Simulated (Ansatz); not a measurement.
# TiB6, from a guessed structure to a relaxed one

Starting from a made-up structure for TiB6, the aim is the relaxed cell, its shortest contacts and, where a second run follows, its electronic structure.

Main program and level: Ansatz 0.2.0; DFT, PBE, plane-wave PAW, files of the set soft_1, scalar-relativistic, no spin, cell and ions relaxed at zero pressure; PAW set soft_1, in the first sound run; inputs show where later runs differ.

### Step 1. Set-up

The structure is cubic, space group Pm-3m (No. 221). The conventional cell has a = 4.213 Å, b = 4.213 Å, c = 4.213 Å, α = 90.00°, β = 90.00°, γ = 90.00°. Nearest to Ti lie 24 B at 3.12 Å. Nearest to B lie 6 B at 1.66 to 2.35 Å and 4 Ti at 3.12 Å. Farther neighbours are not listed.

### Step 2. Relaxing cell and atoms

The guess takes its coordinates from another compound and its volume from a rule, so the cell and any free coordinates are relaxed together.

input.yaml

```yaml
crystal:
  lattice:
    - [4.213, 0.0, 0.0]
    - [0.0, 4.213, 0.0]
    - [0.0, 0.0, 4.213]
  atoms:
    - { symbol: Ti, position: [0.0, 0.0, 0.0] }
    - { symbol: B, position: [0.5, 0.5, 0.7786] }
    - { symbol: B, position: [0.5, 0.5, 0.2214] }
    - { symbol: B, position: [0.5, 0.7786, 0.5] }
    - { symbol: B, position: [0.7786, 0.5, 0.5] }
    - { symbol: B, position: [0.5, 0.2214, 0.5] }
    - { symbol: B, position: [0.2214, 0.5, 0.5] }
kpoints:
  mp_grid: { grid: [6, 6, 6] }
scf:
  occupations: { method: fermi_dirac, width: 0.05 }
hamiltonian:
  xc: pbe
  pseudopotentials: { kind: paw, azcp: { folder: soft_1 } }
relax:
  f_tol: 0.015
  max_steps: 70
  cell: {}
output:
  forces: true
  stress: true
```

Command:

```sh
$ ansatz run input.yaml --threads 4 --pin off --max-ram 10240MiB --backend cpu --events-out ev --progress --plain --runs-dir out
```

Numbers of over 12 decimals in the logs are rounded to 6 here.

What it wrote:

```text
Engine: ansatz 0.2.0, x86_64-unknown-linux-gnu
Pseudopotentials: kind: paw
Pseudopotential: Ti, paw, valence charge 12, recommended cutoff 420 eV (normal), soft_1/Ti.paw.azcp
Pseudopotential: B, paw, valence charge 3, recommended cutoff 420 eV (normal), soft_1/B.paw.azcp
Functional definition: PBE
  parameter kappa = 0.804
  parameter beta = 0.066725
  exchange = pbe_x(kappa = kappa, mu = beta*pi^2/3)
  correlation = pbe_c(beta = beta)
Crystal: 7 atoms, lattice volume = 74.778 Å³
Basis set: ecut = 420 eV, 1419 PW (Γ), exchange–correlation on 60×60×60 points (8 copies of the dense FFT grid, shifted against one another)
Bands: 22, of which v1, the nominal top of the filled ones, is band 15 counted from 1 (14 counted from 0)
Symmetry: 48 space group operations
Space group: Pm-3m (ITA 221), of the structure as read, at distance tolerance 4.2e-5 Å
k-points: 20 of 216
Non-local potential: Ti, projectors of the file, l = 0: 3, l = 1: 2, l = 2: 3, l = 3: 1
Non-local potential: B, projectors of the file, l = 0: 2, l = 1: 2, l = 2: 1
PAW form: soft (Blöchl's): semilocal exchange-correlation on the pseudo side does not see the compensation charge
PAW one-centre angular grid: Ti, 590 points (default); XC on 64 Gauss nodes
PAW one-centre angular grid: B, 110 points (default); XC on 64 Gauss nodes
Initial density: superposition of atomic densities (chi_scale 0.1, normalization cell, long waves kept (reshape's long-wave potential 0.00 eV rms))
Initial wavefunctions: pseudopotential atomic-orbital guess
Functional: x = pbe(κ = 0.804, μ = 0.219515), c = pbe(β = 0.066725)
SCF iter   1: F=—  HF=-3439.188899 eV  |F-HF|=—  |Δ(HF+E_count)|=         —  Δρ=1.15e-1  dr2=2.82e1  ethr=3.10e-3  ⟨swp⟩=6.1  Hψ=2222  notcnv=0
preconditioner: auto → Kerker (q_TF=auto, 2.343 Å⁻¹)  [metal: Δε(μ)=0.007 eV  Ē_g=8.822 eV  σ=0.050 eV  W_gap=0.04  n_scr=18 (ndim 8)  ℏωp=19.2 eV  f_vac=0.000  D(μ)=5.01/eV (n_scr^D=56)]
SCF iter   2: F=—  HF=-3435.189389 eV  |F-HF|=—  |Δ(HF+E_count)|=    4.00e0  Δρ=7.21e-2  dr2=1.20e1  ethr=3.10e-3  ⟨swp⟩=2.9  Hψ=992  notcnv=0
SCF iter   3: F=—  HF=-3432.248746 eV  |F-HF|=—  |Δ(HF+E_count)|=    2.94e0  Δρ=1.26e-2  dr2=2.16e-1  ethr=3.10e-3  ⟨swp⟩=3.5  Hψ=1050  notcnv=0
SCF iter   4: F=—  HF=-3432.224022 eV  |F-HF|=—  |Δ(HF+E_count)|=   2.47e-2  Δρ=4.37e-3  dr2=1.00e-2  ethr=7.20e-4  ⟨swp⟩=2.4  Hψ=723  notcnv=0
SCF iter   5: F=—  HF=-3432.223224 eV  |F-HF|=—  |Δ(HF+E_count)|=   7.98e-4  Δρ=1.21e-3  dr2=1.04e-3  ethr=3.34e-5  ⟨swp⟩=2.0  Hψ=853  notcnv=0
SCF iter   6: F=—  HF=-3432.223421 eV  |F-HF|=—  |Δ(HF+E_count)|=   1.97e-4  Δρ=2.50e-4  dr2=4.93e-5  ethr=3.48e-6  ⟨swp⟩=2.6  Hψ=703  notcnv=0
SCF iter   7: F=—  HF=-3432.223385 eV  |F-HF|=—  |Δ(HF+E_count)|=   3.66e-5  Δρ=5.66e-5  dr2=2.48e-6  ethr=1.64e-7  ⟨swp⟩=2.7  Hψ=800  notcnv=0
SCF iter   8: F=—  HF=-3432.223387 eV  |F-HF|=—  |Δ(HF+E_count)|=   1.90e-6  Δρ=1.86e-5  dr2=5.00e-7  ethr=8.27e-9  ⟨swp⟩=2.1  Hψ=638  notcnv=0
SCF iter   9: F=-3432.223387 eV  HF=-3432.223387 eV  |F-HF|=5.00e-9  |Δ(HF+E_count)|=   2.27e-8  Δρ=2.91e-6  dr2=1.07e-8  ethr=3.33e-10  ⟨swp⟩=3.0  Hψ=1418  notcnv=0
SCF 1 converged in 9 iterations: F = -3432.223387 eV  dr2 = 1.07e-8
  greatest PAW one-centre occupation: 0.999 electrons in one spin orbital (limit 2), on the Ti atom at site 0 (counted from 0), in its partial waves of l = 0
relax step   1: F+E_penalty+E_count = -3432.22338666 eV  Δ(F+E_penalty+E_count) = +0.000e0 eV  max|allowed force component| = 5.035e0 eV/Å  Δτ_max = 0.0000 Å  P = -4.004 GPa  Ω = 74.778 Å³  (9 SCF iters, dr2 threshold 1.00e-7 eV, accepted)
Crystal: 7 atoms, lattice volume = 65.467 Å³
Basis set: ecut = 420 eV, 1309 PW (Γ), exchange–correlation on 60×60×60 points (8 copies of the dense FFT grid, shifted against one another)
Initial density: handed on by an earlier stage of this run
Initial wavefunctions: those handed on with the density
SCF iter   1: F=—  HF=-3434.075775 eV  |F-HF|=—  |Δ(HF+E_count)|=         —  Δρ=3.40e-2  dr2=1.13e0  ethr=3.10e-3  ⟨swp⟩=5.8  Hψ=1977  notcnv=0
preconditioner: auto → Kerker (q_TF=auto, 2.396 Å⁻¹)  [metal: Δε(μ)=0.049 eV  Ē_g=8.361 eV  σ=0.050 eV  W_gap=0.23  n_scr=18 (ndim 8)  ℏωp=21.5 eV  f_vac=0.000  D(μ)=2.95/eV (n_scr^D=26)]
SCF iter   2: F=—  HF=-3433.896386 eV  |F-HF|=—  |Δ(HF+E_count)|=   1.79e-1  Δρ=1.88e-2  dr2=3.95e-1  ethr=3.10e-3  ⟨swp⟩=2.0  Hψ=668  notcnv=0
SCF iter   3: F=—  HF=-3433.802969 eV  |F-HF|=—  |Δ(HF+E_count)|=   9.34e-2  Δρ=2.02e-3  dr2=6.37e-3  ethr=1.32e-3  ⟨swp⟩=2.6  Hψ=735  notcnv=0
SCF iter   4: F=—  HF=-3433.802023 eV  |F-HF|=—  |Δ(HF+E_count)|=   9.47e-4  Δρ=5.98e-4  dr2=5.33e-4  ethr=2.12e-5  ⟨swp⟩=2.9  Hψ=768  notcnv=0
SCF iter   5: F=—  HF=-3433.801933 eV  |F-HF|=—  |Δ(HF+E_count)|=   9.01e-5  Δρ=1.19e-4  dr2=7.74e-6  ethr=1.78e-6  ⟨swp⟩=2.1  Hψ=652  notcnv=0
SCF iter   6: F=-3433.801938 eV  HF=-3433.801938 eV  |F-HF|=1.24e-7  |Δ(HF+E_count)|=   5.56e-6  Δρ=2.07e-5  dr2=3.15e-7  ethr=2.33e-9  ⟨swp⟩=4.2  Hψ=1376  notcnv=0
SCF 2 converged in 6 iterations: F = -3433.801938 eV  dr2 = 3.15e-7
relax step   2: F+E_penalty+E_count = -3433.80193826 eV  Δ(F+E_penalty+E_count) = -1.579e0 eV  max|allowed force component| = 2.323e0 eV/Å  Δτ_max = 0.0687 Å  P = +5.722 GPa  Ω = 65.467 Å³  energy of the carried Pulay correction = +8.911e-3 eV  (6 SCF iters, dr2 threshold 7.00e-7 eV, accepted)
Crystal: 7 atoms, lattice volume = 65.609 Å³
iter 1 solved again at ethr=1.32e-3 eV; its pass at ethr=3.10e-3 eV (dr2=3.95e-1 eV) is discarded
SCF iter   1: F=—  HF=-3434.119960 eV  |F-HF|=—  |Δ(HF+E_count)|=         —  Δρ=1.81e-2  dr2=3.90e-1  ethr=1.32e-3  ⟨swp⟩=1.0  Hψ=2382  notcnv=0
preconditioner: auto → Kerker (q_TF=auto, 2.395 Å⁻¹)  [metal: Δε(μ)=0.007 eV  Ē_g=7.770 eV  σ=0.050 eV  W_gap=0.03  n_scr=18 (ndim 8)  ℏωp=21.5 eV  f_vac=0.000  D(μ)=4.17/eV (n_scr^D=32)]
SCF iter   2: F=—  HF=-3434.039899 eV  |F-HF|=—  |Δ(HF+E_count)|=   8.01e-2  Δρ=9.85e-3  dr2=1.27e-1  ethr=1.30e-3  ⟨swp⟩=1.1  Hψ=442  notcnv=0
SCF iter   3: F=—  HF=-3434.004675 eV  |F-HF|=—  |Δ(HF+E_count)|=   3.52e-2  Δρ=1.04e-3  dr2=1.26e-3  ethr=4.24e-4  ⟨swp⟩=2.1  Hψ=786  notcnv=0
SCF iter   4: F=—  HF=-3434.004495 eV  |F-HF|=—  |Δ(HF+E_count)|=   1.79e-4  Δρ=2.38e-4  dr2=5.31e-5  ethr=4.22e-6  ⟨swp⟩=2.1  Hψ=678  notcnv=0
SCF iter   5: F=—  HF=-3434.004407 eV  |F-HF|=—  |Δ(HF+E_count)|=   8.80e-5  Δρ=5.85e-5  dr2=2.16e-6  ethr=1.77e-7  ⟨swp⟩=2.0  Hψ=619  notcnv=0
SCF iter   6: F=-3434.004408 eV  HF=-3434.004408 eV  |F-HF|=2.66e-8  |Δ(HF+E_count)|=   7.36e-7  Δρ=1.47e-5  dr2=1.36e-7  ethr=2.33e-9  ⟨swp⟩=4.0  Hψ=1323  notcnv=0
SCF 3 converged in 6 iterations: F = -3434.004408 eV  dr2 = 1.36e-7
relax step   3: F+E_penalty+E_count = -3434.00440807 eV  Δ(F+E_penalty+E_count) = -2.025e-1 eV  max|allowed force component| = 4.119e-1 eV/Å  Δτ_max = 0.0360 Å  P = +2.416 GPa  Ω = 65.609 Å³  energy of the carried Pulay correction = +8.766e-3 eV  (6 SCF iters, dr2 threshold 7.00e-7 eV, accepted)
Crystal: 7 atoms, lattice volume = 67.230 Å³
Basis set: ecut = 420 eV, 1357 PW (Γ), exchange–correlation on 60×60×60 points (8 copies of the dense FFT grid, shifted against one another)
iter 1 solved again at ethr=2.23e-4 eV; its pass at ethr=3.10e-3 eV (dr2=6.69e-2 eV) is discarded
SCF iter   1: F=—  HF=-3434.027876 eV  |F-HF|=—  |Δ(HF+E_count)|=         —  Δρ=7.30e-3  dr2=6.94e-2  ethr=2.23e-4  ⟨swp⟩=1.1  Hψ=2375  notcnv=0
preconditioner: auto → Kerker (q_TF=auto, 2.385 Å⁻¹)  [metal: Δε(μ)=0.056 eV  Ē_g=7.692 eV  σ=0.050 eV  W_gap=0.27  n_scr=18 (ndim 8)  ℏωp=21.2 eV  f_vac=0.000  D(μ)=4.50/eV (n_scr^D=56)]
SCF iter   2: F=—  HF=-3434.020205 eV  |F-HF|=—  |Δ(HF+E_count)|=   7.67e-3  Δρ=4.17e-3  dr2=2.60e-2  ethr=2.23e-4  ⟨swp⟩=2.0  Hψ=487  notcnv=0
SCF iter   3: F=—  HF=-3434.015385 eV  |F-HF|=—  |Δ(HF+E_count)|=   4.82e-3  Δρ=4.97e-4  dr2=4.77e-4  ethr=8.67e-5  ⟨swp⟩=1.2  Hψ=454  notcnv=0
SCF iter   4: F=—  HF=-3434.015265 eV  |F-HF|=—  |Δ(HF+E_count)|=   1.21e-4  Δρ=1.69e-4  dr2=1.70e-5  ethr=1.59e-6  ⟨swp⟩=2.5  Hψ=616  notcnv=0
iter 5 did not close the SCF: its close was put off for the readings that it lacked (scf_convergence_deferred on its scf_iter line)
SCF iter   5: F=-3434.015267 eV  HF=-3434.015267 eV  |F-HF|=2.52e-7  |Δ(HF+E_count)|=   2.13e-6  Δρ=3.02e-5  dr2=6.05e-7  ethr=5.67e-8  ⟨swp⟩=2.7  Hψ=770  notcnv=0
SCF iter   6: F=-3434.015267 eV  HF=-3434.015267 eV  |F-HF|=9.96e-10  |Δ(HF+E_count)|=   3.26e-7  Δρ=7.27e-6  dr2=4.29e-8  ethr=2.02e-9  ⟨swp⟩=2.1  Hψ=1459  notcnv=0
SCF 4 converged in 6 iterations: F = -3434.015267 eV  dr2 = 4.29e-8
relax step   4: F+E_penalty+E_count = -3434.01526721 eV  Δ(F+E_penalty+E_count) = -1.086e-2 eV  max|allowed force component| = 5.678e-2 eV/Å  Δτ_max = 0.0074 Å  P = -1.313 GPa  Ω = 67.230 Å³  energy of the carried Pulay correction = +7.134e-3 eV  (6 SCF iters, dr2 threshold 7.00e-7 eV, accepted)
Crystal: 7 atoms, lattice volume = 66.663 Å³
iter 1 solved again at ethr=3.06e-5 eV; its pass at ethr=3.10e-3 eV (dr2=9.19e-3 eV) is discarded
SCF iter   1: F=—  HF=-3434.020017 eV  |F-HF|=—  |Δ(HF+E_count)|=         —  Δρ=2.47e-3  dr2=9.29e-3  ethr=3.06e-5  ⟨swp⟩=1.0  Hψ=2129  notcnv=0
preconditioner: auto → Kerker (q_TF=auto, 2.388 Å⁻¹)  [metal: Δε(μ)=0.056 eV  Ē_g=7.859 eV  σ=0.050 eV  W_gap=0.27  n_scr=18 (ndim 8)  ℏωp=21.3 eV  f_vac=0.000  D(μ)=4.05/eV (n_scr^D=32)]
SCF iter   2: F=—  HF=-3434.019068 eV  |F-HF|=—  |Δ(HF+E_count)|=   9.49e-4  Δρ=1.43e-3  dr2=3.56e-3  ethr=3.06e-5  ⟨swp⟩=1.0  Hψ=440  notcnv=0
SCF iter   3: F=—  HF=-3434.018436 eV  |F-HF|=—  |Δ(HF+E_count)|=   6.32e-4  Δρ=1.49e-4  dr2=2.90e-5  ethr=1.19e-5  ⟨swp⟩=1.2  Hψ=454  notcnv=0
SCF iter   4: F=—  HF=-3434.018364 eV  |F-HF|=—  |Δ(HF+E_count)|=   7.21e-5  Δρ=5.13e-5  dr2=1.47e-6  ethr=9.65e-8  ⟨swp⟩=2.3  Hψ=628  notcnv=0
iter 5 did not close the SCF: its close was put off for the readings that it lacked (scf_convergence_deferred on its scf_iter line)
SCF iter   5: F=-3434.018365 eV  HF=-3434.018365 eV  |F-HF|=2.12e-8  |Δ(HF+E_count)|=   4.38e-7  Δρ=8.57e-6  dr2=6.06e-8  ethr=4.89e-9  ⟨swp⟩=1.9  Hψ=549  notcnv=0
SCF iter   6: F=-3434.018365 eV  HF=-3434.018365 eV  |F-HF|=3.18e-11  |Δ(HF+E_count)|=   3.38e-8  Δρ=1.96e-6  dr2=3.59e-9  ethr=2.02e-10  ⟨swp⟩=1.9  Hψ=1326  notcnv=0
SCF 5 converged in 6 iterations: F = -3434.018365 eV  dr2 = 3.59e-9
relax step   5: F+E_penalty+E_count = -3434.01836460 eV  Δ(F+E_penalty+E_count) = -3.097e-3 eV  max|allowed force component| = 9.169e-4 eV/Å  Δτ_max = 0.0012 Å  P = +0.006 GPa  Ω = 66.663 Å³  energy of the carried Pulay correction = +7.700e-3 eV  (6 SCF iters, dr2 threshold 7.00e-7 eV, accepted)
Initial wavefunctions: pseudopotential atomic-orbital guess (no wavefunctions were taken with the density)
iter 1 solved again at ethr=1.23e-7 eV; its pass at ethr=3.10e-3 eV (dr2=3.70e-5 eV) is discarded
SCF iter   1: F=—  HF=-3434.014092 eV  |F-HF|=—  |Δ(HF+E_count)|=         —  Δρ=1.96e-4  dr2=2.75e-6  ethr=1.23e-7  ⟨swp⟩=3.4  Hψ=3133  notcnv=0
preconditioner: auto → Kerker (q_TF=auto, 2.388 Å⁻¹)  [metal: Δε(μ)=0.055 eV  Ē_g=7.824 eV  σ=0.050 eV  W_gap=0.27  n_scr=18 (ndim 8)  ℏωp=21.3 eV  f_vac=0.000  D(μ)=4.14/eV (n_scr^D=32)]
SCF iter   2: F=—  HF=-3434.014021 eV  |F-HF|=—  |Δ(HF+E_count)|=   7.07e-5  Δρ=1.05e-4  dr2=7.80e-7  ethr=9.17e-9  ⟨swp⟩=2.1  Hψ=651  notcnv=0
SCF iter   3: F=—  HF=-3434.014026 eV  |F-HF|=—  |Δ(HF+E_count)|=   4.23e-6  Δρ=3.96e-6  dr2=7.15e-9  ethr=2.60e-9  ⟨swp⟩=2.0  Hψ=645  notcnv=0
SCF iter   4: F=—  HF=-3434.014026 eV  |F-HF|=—  |Δ(HF+E_count)|=   2.88e-9  Δρ=7.41e-7  dr2=8.31e-10  ethr=2.38e-11  ⟨swp⟩=2.4  Hψ=603  notcnv=0
iter 5 did not close the SCF: its close was put off for the readings that it lacked (scf_convergence_deferred on its scf_iter line)
SCF iter   5: F=-3434.014026 eV  HF=-3434.014026 eV  |F-HF|=3.64e-12  |Δ(HF+E_count)|=  1.19e-10  Δρ=1.45e-7  dr2=1.43e-11  ethr=2.77e-12  ⟨swp⟩=2.1  Hψ=614  notcnv=0
SCF iter   6: F=-3434.014026 eV  HF=-3434.014026 eV  |F-HF|=4.55e-13  |Δ(HF+E_count)|=  5.91e-12  Δρ=2.72e-8  dr2=4.43e-13  ethr=1.00e-12  ⟨swp⟩=2.4  Hψ=1273  notcnv=0
SCF 6 converged in 6 iterations: F = -3434.014026 eV  dr2 = 4.43e-13
relax step   6: F+E_penalty+E_count = -3434.01402560 eV  Δ(F+E_penalty+E_count) = +4.339e-3 eV  max|allowed force component| = 2.508e-3 eV/Å  Δτ_max = 0.0000 Å  P = -0.101 GPa  Ω = 66.663 Å³  stress off target by 1.01e-1 GPa  SCF on the basis re-selected at this cell (its energy is not comparable with the rows above)  (6 SCF iters)
basis re-selected at this cell: Δ(F+E_penalty+E_count) = +4.339e-3 eV, ΔP = -0.107 GPa vs the last step (what re-selecting the basis moved, of the pressure what is left beyond the Pulay correction that the steps carried, after the strain that the cell walked since its last selection, with what the two solves' SCF thresholds leave and, on support functions, any second-order correction that the steps lacked; it is no m [...]
Crystal: 7 atoms, lattice volume = 66.622 Å³
iter 1 solved again at ethr=1.76e-7 eV; its pass at ethr=3.10e-3 eV (dr2=5.29e-5 eV) is discarded
SCF iter   1: F=—  HF=-3434.014173 eV  |F-HF|=—  |Δ(HF+E_count)|=         —  Δρ=1.85e-4  dr2=5.38e-5  ethr=1.76e-7  ⟨swp⟩=1.0  Hψ=1939  notcnv=0
preconditioner: auto → Kerker (q_TF=auto, 2.389 Å⁻¹)  [metal: Δε(μ)=0.055 eV  Ē_g=7.830 eV  σ=0.050 eV  W_gap=0.27  n_scr=18 (ndim 8)  ℏωp=21.3 eV  f_vac=0.000  D(μ)=4.12/eV (n_scr^D=32)]
SCF iter   2: F=—  HF=-3434.014092 eV  |F-HF|=—  |Δ(HF+E_count)|=   8.15e-5  Δρ=1.08e-4  dr2=2.08e-5  ethr=1.76e-7  ⟨swp⟩=1.0  Hψ=440  notcnv=0
SCF iter   3: F=—  HF=-3434.014083 eV  |F-HF|=—  |Δ(HF+E_count)|=   9.18e-6  Δρ=1.12e-5  dr2=1.58e-7  ethr=6.93e-8  ⟨swp⟩=1.2  Hψ=464  notcnv=0
iter 4 did not close the SCF: its close was put off for the readings that it lacked (scf_convergence_deferred on its scf_iter line)
SCF iter   4: F=-3434.014083 eV  HF=-3434.014083 eV  |F-HF|=2.24e-9  |Δ(HF+E_count)|=   6.85e-9  Δρ=3.89e-6  dr2=8.35e-9  ethr=5.27e-10  ⟨swp⟩=2.4  Hψ=651  notcnv=0
iter 5 did not close the SCF: its close was put off for the readings that it lacked (scf_convergence_deferred on its scf_iter line)
SCF iter   5: F=-3434.014083 eV  HF=-3434.014083 eV  |F-HF|=6.87e-11  |Δ(HF+E_count)|=   2.41e-9  Δρ=6.40e-7  dr2=3.72e-10  ethr=2.78e-11  ⟨swp⟩=2.4  Hψ=651  notcnv=0
SCF iter   6: F=-3434.014083 eV  HF=-3434.014083 eV  |F-HF|=5.46e-12  |Δ(HF+E_count)|=  1.86e-10  Δρ=1.62e-7  dr2=2.16e-11  ethr=1.24e-12  ⟨swp⟩=1.3  Hψ=1222  notcnv=0
SCF 7 converged in 6 iterations: F = -3434.014083 eV  dr2 = 2.16e-11
relax step   7: F+E_penalty+E_count = -3434.01408283 eV  Δ(F+E_penalty+E_count) = -5.723e-5 eV  max|allowed force component| = 3.468e-5 eV/Å  Δτ_max = 0.0001 Å  P = -0.001 GPa  Ω = 66.622 Å³  energy of the carried Pulay correction = +4.365e-5 eV  (6 SCF iters, dr2 threshold 2.53e-8 eV, accepted)
iter 1 solved again at ethr=1.09e-7 eV; its pass at ethr=3.10e-3 eV (dr2=3.28e-5 eV) is discarded
SCF iter   1: F=—  HF=-3434.014158 eV  |F-HF|=—  |Δ(HF+E_count)|=         —  Δρ=7.39e-7  dr2=4.00e-10  ethr=1.09e-7  ⟨swp⟩=3.4  Hψ=3158  notcnv=0
eigensolver tolerance schedule: the retry pair's looser diagonalisation over-reported the residual by 82044.89 of it (diagonalisation noise at an unbounded share of the residual, at the tolerance the schedule requests for it); recorded, not acted on — ethr = c·dr2/N_el stays at c = 1.0e-1
preconditioner: auto → Kerker (q_TF=auto, 2.389 Å⁻¹)  [metal: Δε(μ)=0.055 eV  Ē_g=7.827 eV  σ=0.050 eV  W_gap=0.27  n_scr=18 (ndim 8)  ℏωp=21.3 eV  f_vac=0.000  D(μ)=4.13/eV (n_scr^D=32)]
SCF iter   2: F=—  HF=-3434.014083 eV  |F-HF|=—  |Δ(HF+E_count)|=   7.56e-5  Δρ=2.93e-7  dr2=3.32e-11  ethr=1.33e-12  ⟨swp⟩=3.9  Hψ=1009  notcnv=0
iter 3 did not close the SCF: its close was put off for the readings that it lacked (scf_convergence_deferred on its scf_iter line)
SCF iter   3: F=-3434.014083 eV  HF=-3434.014083 eV  |F-HF|=0.00e0  |Δ(HF+E_count)|=  1.82e-12  Δρ=2.03e-7  dr2=1.75e-11  ethr=1.00e-12  ⟨swp⟩=1.0  Hψ=440  notcnv=0
iter 4 did not close the SCF: its close was put off for the readings that it lacked (scf_convergence_deferred on its scf_iter line)
SCF iter   4: F=-3434.014083 eV  HF=-3434.014083 eV  |F-HF|=0.00e0  |Δ(HF+E_count)|=  2.73e-12  Δρ=5.09e-8  dr2=8.32e-13  ethr=1.00e-12  ⟨swp⟩=1.0  Hψ=440  notcnv=0
iter 5 did not close the SCF: its close was put off for the readings that it lacked (scf_convergence_deferred on its scf_iter line)
SCF iter   5: F=-3434.014083 eV  HF=-3434.014083 eV  |F-HF|=2.27e-12  |Δ(HF+E_count)|=  9.09e-13  Δρ=2.79e-8  dr2=3.10e-13  ethr=1.00e-12  ⟨swp⟩=1.0  Hψ=440  notcnv=0
iter 6 did not close the SCF: its close was put off for the readings that it lacked (scf_convergence_deferred on its scf_iter line)
SCF iter   6: F=-3434.014083 eV  HF=-3434.014083 eV  |F-HF|=1.82e-12  |Δ(HF+E_count)|=  1.82e-12  Δρ=1.22e-8  dr2=9.18e-14  ethr=1.00e-12  ⟨swp⟩=1.0  Hψ=440  notcnv=0
SCF iter   7: F=-3434.014083 eV  HF=-3434.014083 eV  |F-HF|=9.09e-13  |Δ(HF+E_count)|=  1.36e-12  Δρ=8.11e-9  dr2=4.13e-14  ethr=1.00e-12  ⟨swp⟩=1.6  Hψ=975  notcnv=0
SCF 8 converged in 7 iterations: F = -3434.014083 eV  dr2 = 4.13e-14
relax step   8: F+E_penalty+E_count = -3434.01408283 eV  Δ(F+E_penalty+E_count) = -5.002e-12 eV  max|allowed force component| = 3.447e-5 eV/Å  Δτ_max = 0.0000 Å  P = -0.001 GPa  Ω = 66.622 Å³  stress off target by 1.41e-3 GPa  SCF on the basis re-selected at this cell (its energy is not comparable with the rows above)  (7 SCF iters)
basis re-selected at this cell: Δ(F+E_penalty+E_count) = -5.002e-12 eV, ΔP = -0.000 GPa vs the last step (what re-selecting the basis moved, of the pressure what is left beyond the Pulay correction that the steps carried, after the strain that the cell walked since its last selection, with what the two solves' SCF thresholds leave and, on support functions, any second-order correction that the steps lacked; it is no  [...]
SCF converged after 7 iterations
Free energy (F): -3434.014083 eV
Harris-Foulkes:  -3434.014083 eV  (|F-HF|=9.09e-13)
Internal energy: -3433.977042 eV  (E = F + TS)
E sigma→0 (E₀):  -3433.995562 eV
Entropy (-TS):   -0.037041 eV (-5.292 meV/atom)
Fermi energy:    9.781201 eV
--- Per-component energies (eV) ---
  E_band       = -163.148834
  E_kinetic    = 580.937376
  E_local      = -1216.027571  (includes V_loc(G=0)·N_el)
  E_nonlocal   = 111.104315
  E_hartree    = 462.434198
  E_xc         = -312.574975
  E_vxc        = -376.132836  (∫ρ·V_xc dr)
  E_paw        = -1511.057774  (= ΣΔE_a)
  E_vpaw       = -187.898469  (= ΣTr[D̂ρ^β])
  E_aug_tail   = -0.000043  (compensation charges beyond the density's cutoff)
  E_ewald      = -1548.792567
  E_smearing   = -0.037041  (= −TS)
  E_closure    = 0.000000  (closes the sum)
  Σ components = -3434.014083   (vs F -3434.014083, Δ=0.00e0)
--- Forces (eV/Å), atoms counted from 1 ---
  atom   1  Ti    -0.00000000     0.00000000     0.00000000
  atom   2  B     -0.00000000    -0.00000000    -0.00003447
  atom   3  B      0.00000000     0.00000000     0.00003447
  atom   4  B      0.00000000    -0.00003447     0.00000000
  atom   5  B     -0.00003447    -0.00000000     0.00000000
  atom   6  B     -0.00000000     0.00003447    -0.00000000
  atom   7  B      0.00003447    -0.00000000    -0.00000000
  max |Σ_I F_I| component: 4.91e-18 eV/Å
--- Stress (GPa, compression-positive) ---
       -0.001411       0.000000       0.000000
        0.000000      -0.001411      -0.000000
        0.000000      -0.000000      -0.001411
  P = ⅓ Tr σ = -0.0014 GPa (-0.014 kbar)
--- Relaxed structure (6 steps of the walk, 6 accepted, 2 SCFs on fresh bases) ---
  F+E_penalty+E_count = -3434.01408283 eV   max|allowed force component| = 3.447e-5 eV/Å   (the final SCF, on the basis selected at the relaxed cell)
  cell:  # Å, volume = 66.6219 Å³
    - [4.053894, 0, 0]
    - [0, 4.053894, 0]
    - [0, 0, 4.053894]
  atoms:
    - { symbol: Ti, position: [0, 0, 4.705770508905914e-19] }
    - { symbol: B, position: [0.5, 0.5, 0.802005] }
    - { symbol: B, position: [0.5, 0.5, 0.197995] }
    - { symbol: B, position: [0.5, 0.802005, 0.5] }
    - { symbol: B, position: [0.802005, 0.5, 0.5] }
    - { symbol: B, position: [0.5, 0.197995, 0.5] }
    - { symbol: B, position: [0.197995, 0.5, 0.5] }
```

Run time: 1.8 s. Hardware: 4 threads of AMD EPYC 9B45 (Zen 5), shared host; peak memory 0.46 GiB; 5.8 s of CPU time.

(Part 1 of 2 ends here.)

[Logs are printed without paths, hosts, clocks, repeated set-up lines and the standing remarks that a program may print on its own settings, such as how far it seeks lower states.]

[Hosts, paths, dates, database ids (printed as entryN), source tags and the programs' standing remarks are cut or masked in the printed files.]
